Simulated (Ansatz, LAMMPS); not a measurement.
# Structural relaxation of amorphous 86SiO2-14Al2O3 (mol %) (92 atoms), part 2 of 2

Wanted: the relaxed structure of amorphous 86SiO2-14Al2O3 (mol %) (92 atoms) and its electronic structure.

Ansatz 0.2.0; Kohn-Sham DFT, PBE, PAW (set soft_2), plane waves.

The cell: 24 Si, 8 Al and 60 O. The quench rate of 50 K/ps is many orders above laboratory rates. The network of bonds at the start is that of the classical potential that made the cell. Only the Γ point is sampled in the main run, in a cell whose shortest periodic width is 11 Å.

So far. Step 4 (Cell and atoms relaxed): The relaxation changed the energy by -50.2 meV/atom, and atoms moved by 0.38 Å r.m.s., 1.1 Å at most.

### 6. Single point at the relaxed geometry

The electronic structure is read at the final geometry, in a run of its own.

File input.yaml:

```yaml
crystal:
  lattice:
    - [11.04431, 0.12313, -0.26543]
    - [0.12313, 10.53895, 0.17987]
    - [-0.26543, 0.17987, 11.00922]
  atoms:
    - { symbol: Si, position: [0.43226, 0.63744, 0.17402] }
    - { symbol: Si, position: [0.20427, 0.79773, 0.91267] }
    - { symbol: Si, position: [0.73932, 0.82246, 0.9637] }
    - { symbol: Si, position: [0.84272, 0.52123, 0.33165] }
    - { symbol: Si, position: [0.4219, 0.64418, 0.89784] }
    - { symbol: Si, position: [0.75744, 0.12236, 0.732] }
    - { symbol: Si, position: [0.80426, 0.97782, 0.32351] }
    - { symbol: Si, position: [0.06344, 0.91249, 0.25589] }
    - { symbol: Si, position: [0.32843, 0.41649, 0.79304] }
    - { symbol: Si, position: [0.0033, 0.39689, 0.16005] }
    - { symbol: Si, position: [0.38059, 0.9217, 0.58167] }
    - { symbol: Si, position: [0.54916, 0.39499, 0.11267] }
    - { symbol: Si, position: [0.39119, 0.19505, 0.96006] }
    - { symbol: Si, position: [0.67203, 0.74455, 0.2431] }
    - { symbol: Si, position: [0.53906, 0.00296, 0.81271] }
    - { symbol: Si, position: [0.0488, 0.48641, 0.74629] }
    - { symbol: Si, position: [0.6174, 0.1891, 0.30245] }
    - { symbol: Si, position: [0.1349, 0.83917, 0.52323] }
    - { symbol: Si, position: [0.38577, 0.1779, 0.42218] }
    - { symbol: Si, position: [0.1829, 0.04419, 0.03687] }
    - { symbol: Si, position: [0.72306, 0.32917, 0.51682] }
    - { symbol: Si, position: [0.47248, 0.43121, 0.55145] }
    - { symbol: Si, position: [0.15818, 0.65398, 0.16216] }
    - { symbol: Si, position: [0.12972, 0.29759, 0.39504] }
    - { symbol: Al, position: [0.07334, 0.56238, 0.47733] }
    - { symbol: Al, position: [0.96431, 0.01234, 0.85444] }
    - { symbol: Al, position: [0.91592, 0.96467, 0.59352] }
    - { symbol: Al, position: [0.88749, 0.32146, 0.89467] }
    - { symbol: Al, position: [0.98495, 0.23062, 0.64338] }
    - { symbol: Al, position: [0.68023, 0.54265, 0.89841] }
    - { symbol: Al, position: [0.94408, 0.72587, 0.87853] }
    - { symbol: Al, position: [0.33989, 0.67931, 0.429] }
    - { symbol: O, position: [0.62941, 0.31792, 0.22052] }
    - { symbol: O, position: [0.44877, 0.48439, 0.1815] }
    - { symbol: O, position: [0.4293, 0.30083, 0.49375] }
    - { symbol: O, position: [0.1034, 0.51431, 0.16187] }
    - { symbol: O, position: [0.62161, 0.41836, 0.57482] }
    - { symbol: O, position: [0.19373, 0.46224, 0.74717] }
    - { symbol: O, position: [0.40933, 0.81111, 0.48814] }
    - { symbol: O, position: [0.00329, 0.06957, 0.69535] }
    - { symbol: O, position: [0.17523, 0.69174, 0.02039] }
    - { symbol: O, position: [0.8757, 0.4528, 0.20688] }
    - { symbol: O, position: [0.28273, 0.15514, 0.04759] }
    - { symbol: O, position: [0.46409, 0.92497, 0.71016] }
    - { symbol: O, position: [0.72214, 0.60619, 0.29128] }
    - { symbol: O, position: [0.43072, 0.54941, 0.46291] }
    - { symbol: O, position: [0.29775, 0.66322, 0.24506] }
    - { symbol: O, position: [0.41892, 0.44368, 0.68515] }
    - { symbol: O, position: [0.80494, 0.23822, 0.62929] }
    - { symbol: O, position: [0.42834, 0.69684, 0.03724] }
    - { symbol: O, position: [0.39807, 0.05943, 0.5185] }
    - { symbol: O, position: [0.78377, 0.68324, 0.90683] }
    - { symbol: O, position: [0.52426, 0.72759, 0.25029] }
    - { symbol: O, position: [0.81398, 0.41331, 0.43962] }
    - { symbol: O, position: [0.47528, 0.14905, 0.30981] }
    - { symbol: O, position: [0.1476, 0.99982, 0.17345] }
    - { symbol: O, position: [0.00518, 0.53571, 0.61327] }
    - { symbol: O, position: [0.00123, 0.57685, 0.85006] }
    - { symbol: O, position: [0.61333, 0.1222, 0.74884] }
    - { symbol: O, position: [0.16632, 0.44224, 0.4249] }
    - { symbol: O, position: [0.92066, 0.95407, 0.23864] }
    - { symbol: O, position: [0.25252, 0.92484, 0.97432] }
    - { symbol: O, position: [0.62978, 0.49145, 0.03935] }
    - { symbol: O, position: [0.70736, 0.79172, 0.10389] }
    - { symbol: O, position: [0.55215, 0.63805, 0.83865] }
    - { symbol: O, position: [0.36862, 0.50067, 0.90858] }
    - { symbol: O, position: [0.24615, 0.20262, 0.37633] }
    - { symbol: O, position: [0.04954, 0.24654, 0.50704] }
    - { symbol: O, position: [0.84367, 0.15385, 0.85518] }
    - { symbol: O, position: [0.97518, 0.34136, 0.02784] }
    - { symbol: O, position: [0.33216, 0.26817, 0.83705] }
    - { symbol: O, position: [0.85368, 0.01933, 0.45519] }
    - { symbol: O, position: [0.76595, 0.41836, 0.84849] }
    - { symbol: O, position: [0.05501, 0.29118, 0.26241] }
    - { symbol: O, position: [0.87633, 0.88197, 0.93662] }
    - { symbol: O, position: [0.23652, 0.90314, 0.61269] }
    - { symbol: O, position: [0.99414, 0.33833, 0.76746] }
    - { symbol: O, position: [0.07456, 0.76324, 0.2174] }
    [... 8 atom lines left out ...]
    - { symbol: O, position: [0.95176, 0.60686, 0.37905] }
    - { symbol: O, position: [0.11888, 0.9221, 0.39513] }
    - { symbol: O, position: [0.48484, 0.28417, 0.0332] }
    - { symbol: O, position: [0.0639, 0.08344, 0.95405] }
    - { symbol: O, position: [0.66408, 0.21597, 0.4418] }
    - { symbol: O, position: [0.1848, 0.69273, 0.48395] }
kpoints:
  mp_grid: { grid: [1, 1, 1] }
hamiltonian:
  xc: pbe
scf:
  occupations: { method: fermi_dirac, width: 0.025 }
output:
  forces: true
  stress: true
  populations: true
  dos:
    method: { smearing: { sigma: 0.08 } }
    de: 0.05
    projected: { site_lists: { Al: [Al], O: [O], Si: [Si] } }
  eigenvalues: true
  write_density: true
  write_potential: true
  volumetric_format: npy
```

Command:

```console
> ansatz run input.yaml --threads 4 --pin off --max-ram 8192MiB --backend cpu --events-out ev --progress --plain --runs-dir out
```

Run time: 18 s. Hardware: 4 threads of Arm Neoverse V2, shared host; peak memory 1.4 GiB.

The program notes that the exchange-correlation potential is rough where the density is thin.

Numbers from this run:

* free energy: -53706.9405 eV
* free energy per atom: -583.7711 eV/atom
* SCF cycles: 9
* pressure: 0.004657 GPa
* r.m.s. force component: 0.00523 eV/Å
* longest force: 0.0383 eV/Å
* Fermi energy: 4.431 eV
* gap (highest filled to lowest empty level): 3.972 eV
* spilling of the projection: 0.01266

Löwdin charges by element and coordination (they lack the spilled electrons, 0.066 e an atom on average):

```csv
element,coordination,atoms,mean charge (e),spread,least,most
Al,all,8,1.39,0.0322,1.34,1.45
Al,4,7,1.40,0.0256,1.37,1.45
Al,5,1,1.34,0,1.34,1.34
O,all,60,-0.794,0.0288,-0.904,-0.740
O,2,51,-0.795,0.0282,-0.904,-0.754
O,3,9,-0.786,0.0305,-0.845,-0.740
Si,all,24,1.77,0.0197,1.74,1.80
```

States in the cell by windows of 1 eV, zero at the Fermi level; the larger projections on atomic orbitals stand beside the total:

```csv
from (eV),to (eV),total,O p,Si p
-10,-9,18.6,13.1,1.7
-9,-8,25.3,19.0,3.5
-8,-7,40.1,31.2,6.1
-7,-6,33.3,26.8,3.2
-6,-5,47.1,40.6,2.8
-5,-4,71.7,66.1,2.2
-4,-3,67.9,64.4,1.2
-3,-2,34.3,33.0,0.3
-2,-1,1.0,0.9,0.0
-1,1,0.0,0.0,0.0
1,2,1.4,0.1,0.0
2,3,0.6,0.0,0.0
3,4,6.4,0.8,0.6
4,5,15.2,1.6,2.8
```

Between -23 and -10 eV lie 141 more states.

The levels nearest the highest filled one (over half full), pooled over k-points and spins:

```csv
level less the highest filled one (eV),occupation
-0.596,2
-0.509,2
-0.443,2
-0.362,2
-0.270,2
0,2
3.97,0
5.19,0
5.41,0
5.70,0
6.05,0
6.31,0
```

Valence density in the bc plane at fractional x = 0.063, with atoms of Si and Al and O within 0.2 Å of it. It is the smooth field of the valence electrons, not physical close to the nuclei.

Values in e/Å³, 13 rows by 16 columns, each cell a mean:
```
1.7 5.5 1.5 0.1 0.0 0.1 0.1 0.0 0.1 0.1 0.1 0.1 0.2 0.2 0.1 0.1
0.4 0.9 0.3 0.0 0.0 0.1 0.1 0.1 0.5 0.9 0.3 0.2 1.4 4.1 1.1 0.2
0.1 0.1 0.1 0.0 0.2 0.6 0.4 0.2 0.5 0.6 0.2 0.1 0.9 2.9 0.8 0.1
0.6 0.9 0.3 0.1 0.2 0.5 0.4 0.2 0.3 0.2 0.0 0.0 0.1 0.1 0.1 0.1
0.3 0.5 0.2 0.1 0.1 0.1 0.1 0.4 1.2 0.6 0.1 0.0 0.3 0.6 0.2 0.1
0.0 0.0 0.2 1.3 1.5 0.2 0.1 0.2 0.8 0.5 0.1 0.1 0.7 1.6 0.5 0.1
0.0 0.0 0.2 3.0 3.9 0.6 0.1 0.2 0.1 0.1 0.1 0.1 0.2 0.4 0.3 0.1
0.1 0.0 0.1 0.4 0.6 0.3 0.2 0.2 0.2 0.2 0.1 0.1 0.1 0.3 1.1 0.8
0.1 0.0 0.0 0.2 1.1 0.8 0.2 0.1 0.1 0.1 0.1 0.1 0.1 0.2 0.8 0.6
0.2 0.0 0.0 0.6 4.8 3.0 0.3 0.2 0.2 0.1 0.1 1.2 3.0 0.9 0.2 0.2
0.4 0.1 0.0 0.1 0.7 0.7 0.4 1.2 2.3 0.6 0.2 1.6 3.7 1.0 0.3 0.4
0.2 0.1 0.0 0.0 0.1 0.2 0.2 0.6 1.2 0.4 0.1 0.2 0.2 0.1 0.1 0.1
0.4 1.0 0.3 0.0 0.1 0.3 0.2 0.1 0.1 0.0 0.1 0.1 0.1 0.0 0.0 0.1
```
Columns run along b (10.5 Å), rows up along c (11.0 Å). Atoms in or near the plane, at fractional coordinates: Si at (0.91, 0.26), Si at (0.49, 0.75), Al at (0.56, 0.48), O at (0.25, 0.51), O at (0.29, 0.26), O at (0.76, 0.22), O at (0.83, 0.85), O at (0.08, 0.95).

Electrostatic potential energy in the bc plane at fractional x = 0.063, with atoms of Si and Al and O within 0.2 Å of it. With pseudopotentials it is smooth inside the atoms' cores, unlike the true potential.

Ten even steps from '_' (-40 eV) to '@' (10 eV), each cell a mean:
```
%%::____**@@@@@@@@@@@@@@@@@@@@@@@@@@@@@@@@@@@@@@@@@@@@@@@@@@
%%--__..**@@@@@@@@@@@@@@@@@@@@@@@@@@@@@@@@%%%%%%%%%%@@@@@@@@
%%######@@@@@@@@@@@@@@@@@@@@@@@@@@%%@@@@@@%%%%**--::**%%%%%%
%%%%%%@@@@@@@@@@@@@@@@@@%%%%######**%%@@@@@@%%==____::%%%%%%
%%%%@@@@@@@@@@@@@@@@%%%%##==::--++##%%@@@@@@@@##--::++%%@@%%
@@@@@@@@@@@@@@@@@@%%####++______..##%%@@@@@@@@@@@@@@@@@@@@@@
@@%%##%%@@%%%%%%%%%%%%%%**..____::##%%@@@@@@@@@@@@@@@@@@@@@@
@@%%##%%%%##****##%%%%%%%%**====**%%@@@@@@@@@@@@@@@@@@@@@@@@
@@@@@@@@%%##****##%%%%@@@@%%%%****%%@@@@@@@@@@@@%%%%@@@@@@@@
@@@@@@@@@@%%####%%%%@@@@@@@@@@##**##@@@@@@@@@@%%++++##%%@@@@
@@@@@@@@@@%%++--==%%@@@@@@@@%%##****##%%@@@@%%##++==**%%%%@@
@@@@@@@@@@%%::____**@@@@@@@@##++****++**%%@@%%##**==**##%%@@
@@@@@@@@@@@@++..::**%%@@@@%%##++####++**%%@@%%%%##**##%%@@@@
@@@@@@@@@@@@%%##++++**%%@@@@%%**++++++##%%@@@@@@%%%%%%####@@
@@@@@@@@@@@@%%##==--++##%%@@@@%%######%%@@@@@@@@@@@@%%++++%%
@@@@@@@@@@@@@@%%****##%%@@@@@@@@@@@@@@@@@@@@@@@@@@%%##****%%
%%@@@@@@@@@@@@**::::**%%@@@@@@@@@@@@@@@@@@@@@@@@%%**::....++
##%%@@@@@@@@@@==____--%%%%@@@@@@@@@@@@@@@@%%==--++==______::
##@@@@@@@@@@@@##--::++****##%%##%%@@%%%%%%==____..++..____--
%%@@@@@@@@@@@@@@@@%%**--::++==::==%%%%####**--::++##**++++##
@@@@@@@@@@@@@@@@@@%%**==--++++--==%%%%####%%%%%%@@@@%%%%%%@@
@@@@@@@@@@@@@@@@@@@@%%####%%%%%%%%@@%%%%%%%%@@@@@@@@@@@@@@@@
@@@@@@@@@@@@@@@@@@@@@@@@@@@@@@@@@@@@@@@@@@@@@@@@@@@@@@@@@@@@
@@##++**@@@@@@@@@@@@@@@@@@@@@@@@@@@@@@@@@@@@@@@@@@@@@@@@@@@@
```
Columns run along b (10.5 Å; values clipped at the 3rd and 97th percentile), rows up along c (11.0 Å). Atoms in or near the plane, at fractional coordinates: Si at (0.91, 0.26), Si at (0.49, 0.75), Al at (0.56, 0.48), O at (0.25, 0.51), O at (0.29, 0.26), O at (0.76, 0.22), O at (0.83, 0.85), O at (0.08, 0.95).

Mean Löwdin charges: Al +1.39, O -0.79, Si +1.77 e (they miss 1.3 % of the electrons, so they add up to more than the cell's charge).

The surroundings of O78, picked at random, nearest first, numbered as they follow in the input and with coordinates relative to it.

```csv
atom,x,y,z,distance (Å),bonds,Löwdin charge (e)
O78,0.00,0.00,0.00,0.00,2,-0.78
Si23,0.92,-1.15,-0.65,1.61,4,1.76
Si8,-0.11,1.58,0.45,1.65,4,1.78
O41,1.16,-0.78,-2.21,2.61,2,-0.78
O61,-1.68,2.00,0.31,2.63,2,-0.78
O88,0.46,1.71,1.97,2.65,2,-0.78
O47,2.45,-1.02,0.23,2.66,3,-0.74
O56,0.85,2.49,-0.46,2.67,2,-0.78
O36,0.30,-2.63,-0.66,2.73,2,-0.77
O87,-1.42,-1.63,1.78,2.80,2,-0.84
```

The column of bonds counts only the pairs O-Si within 2.12 Å, O-Al within 2.38 Å; other neighbours, such as metal atoms beside each other in a compound, aren't counted, and periodic images can show an atom twice.

### 7. K-mesh 2×2×2

A denser mesh tests the sampling of the Brillouin zone.

Changes to input.yaml since step 6:

```diff
@@ -8,3 +8,3 @@
 kpoints:
-  mp_grid: { grid: [1, 1, 1] }
+  mp_grid: { grid: [2, 2, 2] }
 hamiltonian:
@@ -22,4 +22 @@
   eigenvalues: true
-  write_density: true
-  write_potential: true
-  volumetric_format: npy
```

It took 2.6 min on 4 threads; peak memory 5.4 GiB.

The program notes that it cut back its work space to fit the memory limit.

Geometry and reference: those of the single point at the relaxed geometry.

Forces differ from those of the single point at the relaxed geometry by 3.4 meV/Å r.m.s.; the energy by -0.74 meV/atom. It took 2.6 min and 9 cycles; the reference's time can't be set against it, since the two runs asked for unlike analyses.

### 8. Functional HSE06

HSE06 mixes in a quarter of exact exchange at short range, which counters self-interaction, at a higher cost.

This step: Kohn-Sham DFT, HSE06, PAW (set soft_2), plane waves (Ansatz 0.2.0).

Changes to input.yaml since step 7:

```diff
@@ -8,5 +8,5 @@
 kpoints:
-  mp_grid: { grid: [2, 2, 2] }
+  mp_grid: { grid: [1, 1, 1] }
 hamiltonian:
-  xc: pbe
+  xc: hse06
 scf:
```

The job ended after 3.7 min (4 threads; peak memory 3.6 GiB).

The program notes that the exchange threshold is loose for the stress and the SCF threshold is loose for the stress.

Geometry and reference: those of the single point at the relaxed geometry.

Forces differ from those of the single point at the relaxed geometry by 188 meV/Å r.m.s.; the pressure by -4.8 GPa and the gap by +1.7 eV. It took 3.7 min and 16 cycles; the reference's time can't be set against it, since the two runs asked for unlike analyses.

Read from the output:

| Item | Value |
| --- | --- |
| free energy | -53716.3198 eV |
| free energy per atom | -583.8730 eV/atom |
| SCF cycles | 16 |
| pressure | -4.833 GPa |
| r.m.s. force component | 0.1881 eV/Å |
| longest force | 0.6017 eV/Å |
| Fermi energy | 4.037 eV |
| gap (highest filled to lowest empty level) | 5.699 eV |
| spilling of the projection | 0.0129 |

Length of the force by element and coordination:

```csv
element,coordination,atoms,mean length of the force (eV/Å),spread,least,most
Al,all,8,0.107,0.0592,0.0486,0.208
Al,4,7,0.0925,0.0484,0.0486,0.202
Al,5,1,0.208,0,0.208,0.208
O,all,60,0.377,0.130,0.0718,0.602
O,2,51,0.383,0.135,0.0718,0.602
O,3,9,0.340,0.0835,0.196,0.476
Si,all,24,0.063,0.0302,0.0123,0.131
```

Löwdin charges by element and coordination (they lack the spilled electrons, 0.067 e an atom on average):

```csv
element,coordination,atoms,mean charge (e),spread,least,most
Al,all,8,1.45,0.0341,1.40,1.52
Al,4,7,1.46,0.0288,1.42,1.52
Al,5,1,1.40,0,1.40,1.40
O,all,60,-0.824,0.0296,-0.939,-0.770
O,2,51,-0.826,0.0292,-0.939,-0.784
O,3,9,-0.816,0.0304,-0.876,-0.770
Si,all,24,1.84,0.02,1.80,1.87
```

Density of states as counts of states in windows of 1 eV (from the Fermi level), total and the larger projections:

```csv
from (eV),to (eV),total,O p,Si p
-18,-13,0.0,0.0,0.0
-13,-12,9.5,6.4,0.4
-12,-11,15.3,10.5,0.9
-11,-10,16.4,11.8,1.6
-10,-9,27.9,21.2,4.0
-9,-8,37.4,29.3,5.5
-8,-7,33.0,26.8,3.0
-7,-6,46.1,40.3,2.4
-6,-5,68.1,63.0,1.9
-5,-4,65.5,62.3,1.1
-4,-3,38.7,37.3,0.3
-3,-2,2.0,2.0,0.0
-2,2,0.0,0.0,0.0
2,3,2.0,0.1,0.0
3,4,0.0,0.0,0.0
4,5,6.5,0.7,0.6
```

Between -25 and -18 eV lie 120 more states.

The levels nearest the highest filled one (over half full), pooled over k-points and spins:

```csv
level less the highest filled one (eV),occupation
-0.648,2
-0.562,2
-0.495,2
-0.407,2
-0.280,2
0,2
5.70,0
6.97,0
7.15,0
7.51,0
7.87,0
8.13,0
```

### 9. Functional r2SCAN (500 eV)

The meta-GGA r2SCAN uses the kinetic energy density as well as the density and its gradient. Besides, the cutoff goes from 420 to 500 eV.

This step: Kohn-Sham DFT, r2SCAN, PAW (set soft_2), plane waves (Ansatz 0.2.0).

Changes to input.yaml since step 8:

```diff
@@ -10,3 +10,3 @@
 hamiltonian:
-  xc: hse06
+  xc: r2scan
 scf:
```

It took 40 s on 4 threads; peak memory 3.2 GiB; 2.6 min of CPU time.

Geometry and reference: those of the single point at the relaxed geometry.

Forces differ from those of the single point at the relaxed geometry by 155 meV/Å r.m.s.; the pressure by -4.7 GPa and the gap by +0.63 eV. It took 40 s and 9 cycles; the reference's time can't be set against it, since the two runs asked for unlike analyses.

### 10. Functional PBEsol

PBEsol restores the gradient expansion of exchange for slowly varying densities and usually gives shorter bonds in solids than PBE.

This step: Kohn-Sham DFT, PBEsol, PAW (set soft_2), plane waves (Ansatz 0.2.0).

Changes to input.yaml since step 9:

```diff
@@ -10,3 +10,3 @@
 hamiltonian:
-  xc: r2scan
+  xc: pbesol
 scf:
```

Wall time 16 s (4 threads); peak memory 1.4 GiB.

Geometry and reference: those of the single point at the relaxed geometry.

Forces differ from those of the single point at the relaxed geometry by 56 meV/Å r.m.s.; the pressure by -2.6 GPa and the gap by -0.053 eV.

### 11. Cost against change

Each row is set against the single point at the relaxed geometry (Kohn-Sham DFT, PBE, PAW (set soft_2), plane waves; r.m.s. force component 0.00523 eV/Å). Energies are set beside the reference only for runs with its functional, potentials and electron count. Times are for 4 threads of Arm Neoverse V2, shared host. The reference's time includes grids, which some other runs skip.

```csv
run,"Δ force, r.m.s. (meV/Å)",Δ energy (meV/atom),Δ pressure (GPa),Δ gap (eV),cycles,time,host memory (GiB)
reference,-,-,-,-,9,18 s,1.4
k-mesh 2×2×2,3.42,-0.736,0.0067,0.0038,9,2.6 min,5.4
functional HSE06,188,-,-4.84,1.73,16,3.7 min,3.6
functional r2SCAN (500 eV),155,-,-4.74,0.630,9,40 s,3.2
functional PBEsol,55.8,-,-2.58,-0.0527,10,16 s,1.4
```

### 12. Results

- energy change in the relaxation: -50.17 meV/atom
- r.m.s. displacement: 0.381 Å
- largest displacement: 1.075 Å
- free energy per atom: -583.7711 eV/atom
- pressure: 0.004657 GPa
- r.m.s. force component: 0.00523 eV/Å
- gap (highest filled to lowest empty level): 3.972 eV
- wall time of the 7 DFT runs: 14 min

What this shows: Relaxation lowers the energy by 50.2 meV/atom and moves atoms by 0.38 Å r.m.s.; the r.m.s. force component goes from 0.76 to 0.0052 eV/Å. Displacements are taken in the final cell, so they leave out its strain. By the final cutoffs 2 of 127 bonded pairs parted and 4 joined. The cell shrank by 2.3 % in volume. First to last step the energy falls by 4.615 eV, across changes of basis; the largest move, 1.07 Å, is that of O57. The O-Al bonds change most in mean length: from 1.788 Å (spread 0.150) to 1.827 Å (spread 0.117), and their number from 31 to 33. With the cutoffs above, 88 % of Al atoms have 4, 85 % of O atoms have 2 and all Si atoms have 4 bonded neighbours. 85 % of the oxygens bridge two formers (Si and Al) and 0 % are non-bridging; 15 % join three. The highest filled and lowest empty levels differ by 3.97 eV (at Γ alone); a semilocal functional tends to put such gaps too low. In a disordered cell it changes from sample to sample, and tail or defect levels can set it.

Among the changes of functional, dispersion, potentials or spin set against this reference, functional HSE06 moves the forces most, by 188 meV/Å r.m.s. The gap changes by +1.73 eV with HSE06.

Caveats: The network of bonds at the start is that of the classical potential that made the cell; in DFT 2 of its 127 bonded pairs passed out of the cutoffs and 4 came within them.

[Logs are printed without paths, hosts, clocks, repeated set-up lines and the standing remarks that a program may print on its own settings, such as how far it seeks lower states.]

[Hosts, paths, dates, database ids (printed as entryN), source tags and the programs' standing remarks are cut or masked in the printed files.]
